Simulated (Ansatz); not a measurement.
**How fast states decay through CsLiMoS2O2**

A new crystal, CsLiMoS2O2: structure, gap and complex bands. It is built by putting S for part of the O in the CsLiMoO4 structure of space group F-43m, with the volume rescaled by atomic radii. The parent structure comes from the Materials Project.

Calculated with Ansatz 0.2.0; PBE DFT, plane waves, PAW files, in the first sound run; inputs show where later runs differ.

Most raw output is cut from this account.

The structure was built from a prototype and need not be the compound's stable phase.

## (1) Set-up

It takes space group Imm2 (No. 44, orthorhombic). The conventional cell has a = 6.200 Å, b = 6.200 Å, c = 8.768 Å, α = 90.00°, β = 90.00°, γ = 90.00°. Cs has 6 O at 3.65 Å and 6 S at 3.65 Å nearest. Nearest to Li lie 2 S at 1.96 Å and 2 O at 1.96 Å. Mo has 2 S at 1.84 Å and 2 O at 1.84 Å nearest. Nearest to O lie 1 Mo at 1.84 Å and 1 Li at 1.96 Å and 3 Cs at 3.65 Å. S has 1 Mo at 1.84 Å and 1 Li at 1.96 Å and 3 Cs at 3.65 Å nearest. It derives from CsLiMoO4. S for part of the O in the CsLiMoO4 structure of space group F-43m. Farther neighbours and most contacts between anions are not listed.

## (2) Relaxing the new crystal

The substituted atoms don't fit the parent's cell, so cell and atoms relax together. A small smearing keeps the run stable in case the gap closes on the way.

Contents of input.yaml:

```yaml
crystal:
  lattice:
    - [0.0, 4.3841559953, 4.3841559953]
    - [4.3841559953, 0.0, 4.3841559953]
    - [4.3841559953, 4.3841559953, 0.0]
  atoms:
    - { symbol: Cs, position: [0.25, 0.25, 0.25] }
    - { symbol: Li, position: [0.5, 0.5, 0.5] }
    - { symbol: Mo, position: [0.75, 0.75, 0.75] }
    - { symbol: O, position: [0.62878916, 0.62878916, 0.11363252] }
    - { symbol: S, position: [0.62878916, 0.62878916, 0.62878916] }
    - { symbol: O, position: [0.11363252, 0.62878916, 0.62878916] }
    - { symbol: S, position: [0.62878916, 0.11363252, 0.62878916] }
kpoints:
  mp_grid: { grid: [4, 4, 4] }
scf:
  occupations: { method: gaussian, width: 0.03 }
hamiltonian:
  xc: pbe
output:
  forces: true
  stress: true
relax:
  f_tol: 0.02
  max_steps: 60
  cell: {}
```

Started as:

```console
$ ansatz run input.yaml --threads 2 --pin off --max-ram 4096MiB --backend cpu --events-out ev --progress --plain --runs-dir out
```

The job ended after 65 s (2 threads of Arm Neoverse V2, shared host; peak memory 0.51 GiB; 2.1 min of CPU time).

Relaxation path:

```csv
step,energy less that of the first step (eV),largest force component (eV/Å),pressure (GPa),volume (Å³)
1,0.0000,20.9639,22.15,168.53
2,-4.6121,3.1580,6.34,177.36
3,-5.3425,2.1228,3.46,187.02
4,-5.8228,0.8455,1.40,199.26
5,-5.9086,0.6630,-0.58,209.30
6,-5.9362,0.0944,0.08,207.40
7,-5.9396,0.0827,0.04,207.20
8,-5.9405,0.0112,0.02,207.25
9*,-6.0931,0.0226,0.92,207.25
10,-6.1259,0.0523,0.31,211.97
11,-6.1340,0.0281,0.05,216.13
12,-6.1344,0.0195,-0.04,216.71
13,-6.1351,0.0118,-0.02,216.73
14*,-6.1471,0.0116,0.01,216.73
15,-6.1475,0.0191,-0.01,216.83
16*,-6.1476,0.0191,-0.01,216.83
```

Relaxation steps marked * repeat the geometry before them on a plane-wave basis chosen anew for their cell, so energy and pressure can jump there.

Forces are held to the 4 operations that the run works with; a distortion that breaks them can't arise in this run.

```csv
cell as run,before,after,change
a (Å),6.200,6.786,+9.4 %
b (Å),6.200,7.513,+21.2 %
c (Å),6.200,6.786,+9.4 %
α (°),60.00,56.39,-6.0 %
β (°),60.00,52.88,-11.9 %
γ (°),60.00,56.39,-6.0 %
volume (Å³/atom),24.08,30.98,+28.7 %
```

The atoms that moved most (Å, as changes of fractional coordinates times the final cell):

```csv
atom,dx,dy,dz,length
Li2,0.000,-0.318,0.000,0.318
Cs1,0.000,0.256,0.000,0.256
Mo3,0.000,0.111,0.000,0.111
O6,0.029,-0.029,-0.029,0.050
O4,-0.029,-0.029,0.029,0.050
S7,0.004,0.005,0.004,0.008
S5,-0.004,0.005,-0.004,0.008
```

Numbers from this step:

- free energy: -13776.3378 eV
- Fermi energy: 2.647 eV
- pressure: -0.01387 GPa

The largest force component on a free atom ends at 0.019 eV/Å.

## (3) The bulk crystal and its band edges

The energy window and the wavevectors of the next steps follow from the band edges, so these are searched first, off the mesh as well.

Contents of input.yaml:

```yaml
crystal:
  lattice:
    - [0.5196836765, 4.7759784745, 4.7927093062]
    - [5.3123929828, 0.0, 5.3123929828]
    - [4.7927093062, 4.7759784745, 0.5196836765]
  atoms:
    - { symbol: Cs, position: [0.2768476966, 0.2231523034, 0.2768476966] }
    - { symbol: Li, position: [0.466727642, 0.533272358, 0.466727642] }
    - { symbol: Mo, position: [0.7616037769, 0.7383962231, 0.7616037769] }
    - { symbol: O, position: [0.6324626998, 0.6318602109, 0.1038168784] }
    - { symbol: S, position: [0.6292706532, 0.6274753489, 0.6292706532] }
    - { symbol: O, position: [0.1038168784, 0.6318602109, 0.6324626998] }
    - { symbol: S, position: [0.6292706532, 0.1139833447, 0.6292706532] }
kpoints:
  mp_grid: { grid: [6, 6, 6] }
  band_path: { path: [VBM, CBM], npoints: 30 }
scf:
  occupations: { method: fixed }
hamiltonian:
  xc: pbe
output:
  eigenvalues: true
  write_potential: true
  write_density: true
  volumetric_format: npy
```

The job ended after 36 s (2 threads; peak memory 0.57 GiB; 71 s of CPU time).

This step gave:

```yaml
free_energy: -13776.3381 eV
fermi_energy: 1.494 eV
gap_on_the_k_mesh: 2.307 eV
gap_on_path: 2.307 eV, by band count; negative where bands overlap
direct_gap_on_path: 2.474 eV
edge_places_on_path: 0, 0.6578 1/A along the path
```

Electronic bands along the path, in eV, zero at the Fermi level (highest filled level under fixed occupations); v1 is the highest filled band, c1 the lowest empty one:

```csv
point,v4,v3,v2,v1,c1,c2,c3,c4
VBM,-1.56,-0.50,-0.24,0.00,2.47,2.70,3.91,4.12
halfway,-1.59,-0.54,-0.40,-0.09,2.40,2.90,3.92,4.24
CBM,-1.31,-0.58,-0.54,-0.23,2.31,3.10,3.75,4.03
```

The searched edges give 2.31 eV, as on the mesh.

## (4) Complex bands

This step: PBE DFT, plane waves, PAW files; complex bands by layer matching along the plane's normal (Ansatz 0.2.0).

The same crystal is laid in a cell whose first two vectors span the (001) plane (indices of the standard conventional cell, whose axes can be ordered otherwise than in the bulk input). At fixed energy and wavevector in the plane the solver finds all kz, real and complex. A few wavevectors are listed, (0, 0) and (0.5, 0) in units of the plane's reciprocal vectors; the slowest state needn't be among them.

Contents of input.yaml:

```yaml
crystal:
  lattice:
    - [6.042970798, 0.0, 0.0]
    - [0.0, 7.512858205, 0.0]
    - [3.021485399, 3.756429102, 4.775978474]
  atoms:
    - { symbol: Cs, position: [0.7231523034, 0.2231523034, 0.5536953932] }
    - { symbol: Li, position: [0.533272358, 0.533272358, 0.933455284] }
    - { symbol: Mo, position: [0.2383962231, 0.7383962231, 0.5232075538] }
    - { symbol: O, position: [0.8961831216, 0.6318602109, 0.7362795782] }
    - { symbol: S, position: [0.3707293468, 0.6274753489, 0.2585413064] }
    - { symbol: O, position: [0.3675373002, 0.6318602109, 0.7362795782] }
    - { symbol: S, position: [0.3707293468, 0.1139833447, 0.2585413064] }
kpoints:
  mp_grid: { grid: [6, 6, 6] }
scf:
  occupations: { method: fixed }
hamiltonian:
  xc: pbe
output:
  eigenvalues: true
  transmission:
    leads: [[0, 0]]
    kpoints: [[0.0, 0.0], [0.5, 0.0]]
    e_range: [-1.0, 3.31]
    de: 0.07
```

Run time: 2.3 min. Hardware: 2 threads; peak memory 1.4 GiB; 3.9 min of CPU time.

Numbers from this step:

| Property | Result |
| --- | --- |
| free energy | -13776.3380 eV |
| level to which the leads are filled | 1.154 eV from the Fermi level |
| decay constant at the filling level, zone centre | 0.4821 Å⁻¹ |
| decay constant at the filling level, slowest listed point | 0.4821 Å⁻¹ |

K parallel (0, 0); values up to 1.5 1/Å, a degenerate pair printed once or twice; energies at which all values exceed this have no row. Im kz of the slowest decaying states against energy, zero at the highest filled level on the SCF mesh:

```csv
energy (eV),decay 1 (Å⁻¹),decay 2 (Å⁻¹),decay 3 (Å⁻¹),decay 4 (Å⁻¹)
-1.00,0.237,0.444,0.450,0.477
-0.79,0.273,0.352,0.470,0.506
-0.58,0.0698,0.149,0.272,0.486
-0.37,0.213,0.463,0.497,0.538
-0.16,0.196,0.504,0.547,0.635
-0.02,0.305,0.506,0.551,0.701
0.05,0.240,0.339,0.507,0.552
0.26,0.409,0.507,0.554,0.614
0.47,0.451,0.505,0.552,0.665
0.68,0.478,0.501,0.547,0.697
0.89,0.493,0.494,0.538,0.718
1.10,0.485,0.499,0.526,0.731
1.38,0.471,0.494,0.502,0.729
1.59,0.457,0.476,0.481,0.710
1.80,0.438,0.441,0.459,0.691
2.01,0.377,0.422,0.427,0.670
2.22,0.242,0.378,0.397,0.647
2.43,0.303,0.353,0.620,0.627
2.64,0.151,0.362,0.588,0.589
2.85,0.413,0.551,0.559,0.698
3.06,0.340,0.503,0.517,0.535
3.27,0.257,0.292,0.440,0.511
```

K parallel (0.5, 0); values up to 1.5 1/Å, a degenerate pair printed once or twice; energies at which all values exceed this have no row. The Im kz of the slowest decaying states by energy, zero at the highest filled level on the SCF mesh:

```csv
energy (eV),decay 1 (Å⁻¹),decay 2 (Å⁻¹),decay 3 (Å⁻¹),decay 4 (Å⁻¹)
-1.0000,0.317,0.413,0.566,0.984
-0.7200,0.266,0.359,0.958,1.05
-0.5100,0.106,0.542,0.935,1.03
-0.2300,0.182,0.572,0.633,0.893
-0.0200,0.220,0.561,0.697,0.845
0.2600,0.559,0.656,0.745,0.968
0.4700,0.557,0.640,0.761,0.770
0.7500,0.551,0.575,0.794,0.926
1.0300,0.541,0.564,0.812,0.901
1.2400,0.530,0.557,0.823,0.882
1.5200,0.511,0.545,0.840,0.855
1.7300,0.490,0.531,0.834,0.862
2.0100,0.451,0.504,0.804,0.849
2.2200,0.406,0.474,0.779,0.839
2.5000,0.269,0.406,0.745,0.824
2.7800,0.187,0.317,0.707,0.784
2.9900,0.324,0.392,0.680,0.750
3.2700,0.412,0.425,0.653,0.704
```

At the listed wavevectors the last open channel is at -0.02 eV and the next at +2.36 eV on the grid. At +1.17 eV, the grid energy nearest the filling level (the middle of the gap on the SCF mesh), the slowest state at the listed wavevectors decays with κ = 0.482 Å⁻¹, its amplitude falling by e over 2.1 Å. Through 1 nm of this crystal that state's transmission falls by exp(−2 × 0.482 Å⁻¹ × 10 Å) = 6.5e-5.

## (5) A repeat with changed settings: basis.ecutwfc = "44.1 Ry"

This step: PBE DFT, plane waves, PAW files; complex bands by layer matching along the plane's normal; changed: basis.ecutwfc = "44.1 Ry" (Ansatz 0.2.0).

This run repeats an earlier one, its twin (the complex run, plane (001)), with one setting changed (basis.ecutwfc; files written aside). It is meant to test whether the cutoff is converged.

input.yaml, as its differences from that of step 4:

```diff
@@ -26 +26,3 @@
     de: 0.07
+basis:
+  ecutwfc: "44.1 Ry"
```

Wall time 5.8 min (2 threads); peak memory 2.4 GiB; 11 min of CPU time.

Numbers from this step:

```
free energy : -13776.3521 eV
```

K parallel (0, 0); values up to 1.5 1/Å, a degenerate pair printed once or twice; energies at which all values exceed this have no row. Table of Im kz of the slowest decaying states by energy, zero at the highest filled level on the SCF mesh:

```csv
energy (eV),decay 1 (Å⁻¹),decay 2 (Å⁻¹),decay 3 (Å⁻¹),decay 4 (Å⁻¹)
-1.00,0.237,0.444,0.450,0.477
-0.79,0.273,0.352,0.469,0.506
-0.58,0.0707,0.149,0.272,0.486
-0.37,0.213,0.462,0.497,0.538
-0.16,0.196,0.504,0.547,0.634
-0.02,0.305,0.506,0.551,0.700
0.05,0.240,0.339,0.507,0.552
0.26,0.409,0.507,0.554,0.614
0.47,0.451,0.505,0.552,0.665
0.68,0.478,0.501,0.547,0.697
0.89,0.493,0.494,0.538,0.718
1.10,0.485,0.499,0.526,0.731
1.38,0.471,0.494,0.502,0.729
1.59,0.457,0.475,0.481,0.710
1.80,0.438,0.441,0.459,0.691
2.01,0.377,0.422,0.427,0.670
2.22,0.242,0.378,0.397,0.647
2.43,0.303,0.353,0.620,0.627
2.64,0.152,0.362,0.588,0.589
2.85,0.413,0.551,0.559,0.699
3.06,0.340,0.503,0.517,0.535
3.27,0.257,0.292,0.440,0.511
```

K parallel (0.5, 0); values up to 1.5 1/Å, a degenerate pair printed once or twice; energies at which all values exceed this have no row. The Im kz of the slowest decaying states by energy, zero at the highest filled level on the SCF mesh:

```csv
energy (eV),decay 1 (Å⁻¹),decay 2 (Å⁻¹),decay 3 (Å⁻¹),decay 4 (Å⁻¹)
-1.00,0.317,0.413,0.566,0.984
-0.79,0.286,0.419,0.471,0.965
-0.58,0.192,0.516,0.943,1.04
-0.37,0.0938,0.577,0.916,1.02
-0.16,0.161,0.565,0.660,0.880
-0.02,0.219,0.561,0.697,0.845
0.05,0.345,0.560,0.711,0.820
0.26,0.559,0.656,0.745,0.968
0.47,0.557,0.641,0.760,0.770
0.68,0.553,0.581,0.789,0.894
0.89,0.547,0.568,0.804,0.914
1.10,0.538,0.561,0.816,0.895
1.38,0.521,0.551,0.831,0.869
1.59,0.504,0.540,0.847,0.848
1.80,0.482,0.525,0.827,0.859
2.01,0.451,0.504,0.804,0.849
2.22,0.406,0.474,0.779,0.839
2.43,0.323,0.428,0.753,0.828
2.64,0.140,0.345,0.726,0.805
2.85,0.129,0.350,0.698,0.773
3.06,0.358,0.406,0.672,0.739
3.27,0.412,0.425,0.653,0.704
```

The least decay constant is 0.482 Å⁻¹ against 0.482 Å⁻¹ in the twin: no change within 1 %, at 2.7 times the CPU time.

## (6) Outcome

```
band gap                                         : 2.31 eV
least decay constant at mid-gap, normal to (001) : 0.482 Å⁻¹
```

**Reading.** With PBE, the slowest decay at the wavevectors tried is κ = 0.482 Å⁻¹, normal to (001). Through such a film the transmission near mid-gap falls as exp(−2κd), a factor of ten every 2.4 Å. A free electron under a barrier of half the gap would need a mass of 0.77 mₑ to decay at this rate. The compound is made up by substitution; its stability against other phases and against distortions of the cell's symmetry was not tested. A semilocal functional narrows gaps, so real decay constants are likely larger.

[Logs are printed without paths, hosts, clocks, repeated set-up lines and the standing remarks that a program may print on its own settings, such as how far it seeks lower states.]

[Hosts, paths, dates, database ids (printed as entryN), source tags and the programs' standing remarks are cut or masked in the printed files.]
